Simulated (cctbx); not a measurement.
**What resolution and counting buy: Er2Ti4Te3**

Space group P2_1/c (no. 14), a = 7.4630 Å, b = 7.6950 Å, c = 7.2540 Å, α = 90.00°, β = 108.67°, γ = 90.00°.

| atom | mult. | x | y | z | Ueq (Å²) |
| --- | --- | --- | --- | --- | --- |
| Er1 | 4 | 0.8017 | 0.3264 | 0.4354 | 0.0036 |
| Te1 | 2 | 1/2 | 0 | 1/2 | 0.0034 |
| Te2 | 4 | 0.2522 | 0.3415 | 0.2396 | 0.0022 |
| Ti1 | 4 | 0.9048 | 0.5429 | 0.1279 | 0.0046 |
| Ti2 | 4 | 0.5031 | 0.3706 | 0.6318 | 0.0035 |

The model was made for the exercise: a known structure type with other elements put in, its volume estimated, not relaxed; displacement parameters are assumed.

Five simulated data sets (cctbx; Ag Kα, λ = 0.56087 Å; 3 % proportional error) differ in resolution or exposure (noise floor 2 counts in the first three, 8 in the last two). Each is refined with the right model, isotropic at 1.1 Å and anisotropic otherwise. How do the figures of merit and the uncertainties move?

```csv
d min (Å),top counts,"⟨I/σ⟩ (unmerged, absences included)",unique,param. (scale apart),Rint,R1,GooF,largest s.u. xyz (fractional),s.u. U of Ti1 (Å²),largest error (Å)
1.1,70000,23.0,307,17,0.023,0.0108,1.48,0.00017,0.0004,0.0018
0.84,70000,22.2,691,42,0.021,0.0089,0.96,0.00006,0.0002,0.0012
0.6,70000,20.7,1902,42,0.022,0.0092,0.91,0.00003,0.0001,0.0005
0.75,300,1.8,974,42,0.255,0.0833,0.94,0.00126,0.0037,0.0220
0.75,3000,7.8,974,42,0.052,0.0259,0.94,0.00024,0.0007,0.0046
```

GooF reaches 1.48 where the model lacks something that the data hold (anisotropy at the isotropic level, for one). The s.u. of U for Ti1 goes 0.0004, 0.0002, 0.0001 Å² with resolution and 0.0037, 0.0007 Å² with exposure.

The 1.1 Å row also differs in its displacement model, so it isn't a clean test of resolution.

Hardware for the 0.6 Å refinement: 0.51 s on 1 thread of Arm Neoverse V2 (shared host), peak memory 0.09 GiB.

[Logs are printed without paths, hosts, clocks, repeated set-up lines and the standing remarks that a program may print on its own settings, such as how far it seeks lower states.]
